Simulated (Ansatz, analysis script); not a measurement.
# Free-standing square W monolayer, spacing 2.603 Å: moments against in-plane size

How do the moments of a free-standing square W monolayer, spacing 2.603 Å answer to compression and expansion?

Program: Ansatz 0.2.0. Level of theory: PBE, PAW set soft_1. Results are calculated unless marked as measured.

Report form: the programs' logs are mostly left out.

### 1. Starting point

The cell holds 1 atom: 1 W. Cell: a = 2.603 Å, b = 2.603 Å, c = 14.000 Å, α = 90.0°, β = 90.0°, γ = 90.0°. An idealised lattice of chosen spacing, in vacuum. Vacuum lies along c.

### 2. Two spin channels first

First a free collinear run, to see which state the typed moments lead to.

input.yaml reads:

```yaml
crystal:
  lattice:
    - [2.603, 0.0, 0.0]
    - [0.0, 2.603, 0.0]
    - [0.0, 0.0, 14.0]
  atoms:
    - { symbol: W, position: [0.0, 0.0, 0.5], spin: 1.0 }
magnetization:
  spin_polarized: true
kpoints:
  mp_grid: { grid: [17, 17, 1] }
hamiltonian:
  xc: pbe
  pseudopotentials: { kind: paw, azcp: { folder: soft_1 } }
scf:
  occupations: { method: fermi_dirac, width: 0.05 }
  max_iter: 120
  convergence: { dr2_threshold: 1.0e-08 }
  lower_state_search: "off"
output:
  write_density: true
  write_potential: true
  elf: true
  volumetric_format: npy
```

Launch:

```console
ansatz run input.yaml --threads 2 --pin off --max-ram 5120MiB --backend cpu --events-out ev --progress --plain --runs-dir out
```

It took 5.9 s on 2 threads of Arm Neoverse V1, shared host; peak memory 0.37 GiB; 11 s of CPU time.

The spin moment in the atom's sphere vanishes on all atoms.

The run ends non-magnetic, with a net moment of 0 μB a cell. The run left the order that was typed.

Valence density in the ca plane at fractional y = 0.000, with atoms of W within 0.2 Å of it. It is the smooth field of the valence electrons, not physical close to the nuclei.

Ten steps, logarithmic in the rise over the least value, from '0' (0.0 e/Å³) to '9' (5.6 e/Å³), each cell a mean:
```
0000000000000001258999731100000000000000
0000000000000001247898531100000000000000
0000000000000001235666431000000000000000
0000000000000001234454321000000000000000
0000000000000001234555421000000000000000
0000000000000001246787531000000000000000
0000000000000001258999631100000000000000
0000000000000001258999741000000000000000
```
Columns run along c (14.0 Å), rows up along a (2.6 Å). Atoms in or near the plane, at fractional coordinates: W at (0.50, 0.00).

ELF in the ca plane at fractional y = 0.000, with atoms of W within 0.2 Å of it. It is the smooth field of the valence electrons, not physical close to the nuclei.

Ten even steps from '0' (0.00) to '9' (0.67), each cell a mean:
```
0000000000000011139859721110000000000000
0000000000000122237999522210000000000000
0000000000000134445666444321000000000000
0000000000000235776556676531000000000000
0000000000000135655555565421000000000000
0000000000000123336897433211000000000000
0000000000000111138989621110000000000000
0000000000000011149628721110000000000000
```
Columns run along c (14.0 Å), rows up along a (2.6 Å). Atoms in or near the plane, at fractional coordinates: W at (0.50, 0.00).

### 3. The same state on a denser mesh

Levels at the Fermi energy are partly filled, so moments and energy differences can hang on the k-mesh, and the state is solved again on a denser one.

input.yaml, the sections that differ from step 2:

```yaml
kpoints:
  mp_grid: { grid: [21, 21, 1] }
basis:
  ecutwfc: 420.0
# crystal, magnetization, hamiltonian, scf: as in step 2
# output: removed
```

The job ended after 5.8 s (2 threads; peak memory 0.38 GiB).

The spin moment in the atom's sphere vanishes on all atoms.

The run ends non-magnetic, with a net moment of 0 μB a cell, against 0 μB on the first mesh.

The cell's area in the plane is scaled by the factor named; fractional positions stay, and energies count from the lowest run.

### 4. Factor 0.8, typed moments

Three starts at each size show whether high-spin, low-spin and non-magnetic states coexist. One mesh, built for the smallest cell, and one cutoff serve all sizes, so that energies can be subtracted.

input.yaml, the sections that differ from step 3:

```yaml
crystal:
  lattice:
    - [2.32819398, 0.0, 0.0]
    - [0.0, 2.32819398, 0.0]
    - [0.0, 0.0, 14.0]
  atoms:
    - { symbol: W, position: [0.0, 0.0, 0.5], spin: 1.0 }
kpoints:
  mp_grid: { grid: [22, 22, 1] }
output:
  stress: true
# magnetization, hamiltonian, scf, basis: as in step 3
```

Launch:

```console
ansatz run input.yaml --threads 1 --pin off --max-ram 2560MiB --backend cpu --events-out ev --progress --plain --runs-dir out
```

It took 10 s on 1 thread; peak memory 0.36 GiB.

It ends non-magnetic, with 0 μB on the largest site.

### 5. Factor 0.8, starting moments cut to 30 %

A self-consistent run from these starting moments shows which magnetic state they lead to.

input.yaml, as its differences from that of step 4:

```diff
@@ -6,3 +6,3 @@
   atoms:
-    - { symbol: W, position: [0.0, 0.0, 0.5], spin: 1.0 }
+    - { symbol: W, position: [0.0, 0.0, 0.5], spin: 0.3 }
 magnetization:
```

It took 10 s on 1 thread; peak memory 0.36 GiB.

It ends non-magnetic, with 0 μB on the largest site.

### 6. Factor 0.94, typed moments

input.yaml, the sections that differ from step 5:

```yaml
crystal:
  lattice:
    - [2.52370213, 0.0, 0.0]
    - [0.0, 2.52370213, 0.0]
    - [0.0, 0.0, 14.0]
  atoms:
    - { symbol: W, position: [0.0, 0.0, 0.5], spin: 1.0 }
# magnetization, kpoints, hamiltonian, scf, basis, output: as in step 5
```

Wall time 14 s (1 thread); peak memory 0.39 GiB.

It ends non-magnetic, with 0 μB on the largest site.

### 7. Factor 1.07, typed moments

input.yaml, as its differences from that of step 6:

```diff
@@ -2,4 +2,4 @@
   lattice:
-    - [2.52370213, 0.0, 0.0]
-    - [0.0, 2.52370213, 0.0]
+    - [2.69256414, 0.0, 0.0]
+    - [0.0, 2.69256414, 0.0]
     - [0.0, 0.0, 14.0]
```

Wall time 15 s (1 thread); peak memory 0.41 GiB.

It ends non-magnetic, with 0 μB on the largest site.

### 8. Factor 1.25, typed moments

input.yaml, as its differences from that of step 7:

```diff
@@ -2,4 +2,4 @@
   lattice:
-    - [2.69256414, 0.0, 0.0]
-    - [0.0, 2.69256414, 0.0]
+    - [2.91024247, 0.0, 0.0]
+    - [0.0, 2.91024247, 0.0]
     - [0.0, 0.0, 14.0]
```

Wall time 24 s (1 thread); peak memory 0.44 GiB.

It ends non-magnetic, with 0 μB on the largest site.

### 9. Factor 1.36, no spin

input.yaml, the sections that differ from step 8:

```yaml
crystal:
  lattice:
    - [3.03559356, 0.0, 0.0]
    - [0.0, 3.03559356, 0.0]
    - [0.0, 0.0, 14.0]
  atoms:
    - { symbol: W, position: [0.0, 0.0, 0.5] }
scf:
  occupations: { method: fermi_dirac, width: 0.05 }
  max_iter: 120
  convergence: { dr2_threshold: 1.0e-08 }
# kpoints, hamiltonian, basis, output: as in step 8
# magnetization: removed
```

The job ended after 5.9 s (1 thread; peak memory 0.38 GiB).

This is the reference without moments at this size.

18 more runs differ from these in the same keys alone and are tabled below.

### 10. Analysis

```csv
factor,E typed (meV/atom),E small,E no spin,"largest moment, typed (μB)",small,"state, typed","state, small"
0.8,441.4,441.4,441.4,0.00,0.00,non-magnetic,non-magnetic
0.87,45.2,45.2,45.2,0.00,0.00,non-magnetic,non-magnetic
0.94,0.0,0.0,0.0,0.00,0.00,non-magnetic,non-magnetic
1,130.8,130.8,130.8,0.00,0.00,non-magnetic,non-magnetic
1.07,408.5,408.5,408.5,0.00,0.00,non-magnetic,non-magnetic
1.15,830.2,830.2,830.2,0.00,0.00,non-magnetic,non-magnetic
1.25,1435.0,1435.0,1435.0,0.00,0.00,non-magnetic,non-magnetic
1.36,1994.6,1994.6,2124.9,1.26,1.26,ferromagnetic,ferromagnetic
```

### 11. What came out

* lowest run: factor 0.94, typed moments
* largest moment, typed start: 0 μB at 0.8 to 1.26 μB at 1.36
* gain by magnetism: 0.0 to 130.3 meV/atom

In words: From a factor of 0.8 to 1.36 the largest moment goes from 0 to 1.26 μB. The moment is lost at factors of 1.25 or less among those run. Site moments are taken in spheres that grow with the cell. It rises fastest, by 1.3 μB between 1.25 and 1.36; the grid is too coarse to tell a step from a steep rise. Both magnetic starts, which share one pattern of signs, end on one state at every size; other orders were not tried. The cell's shape and the atoms were not relaxed. The 24 scaled-cell runs took 4.9 min of wall time, added up.

[Logs and program files are shortened in this print: banners, set-up blocks, solver, clock and traceback lines can be left out without a mark of their own.]

[Logs are printed without paths, hosts, clocks, repeated set-up lines and the standing remarks that a program may print on its own settings, such as how far it seeks lower states.]

[Hosts, paths, dates, database ids (printed as entryN), source tags and the programs' standing remarks are cut or masked in the printed files.]

[Where the input sets lower_state_search to off, the program did not look for lower states, so one may exist.]
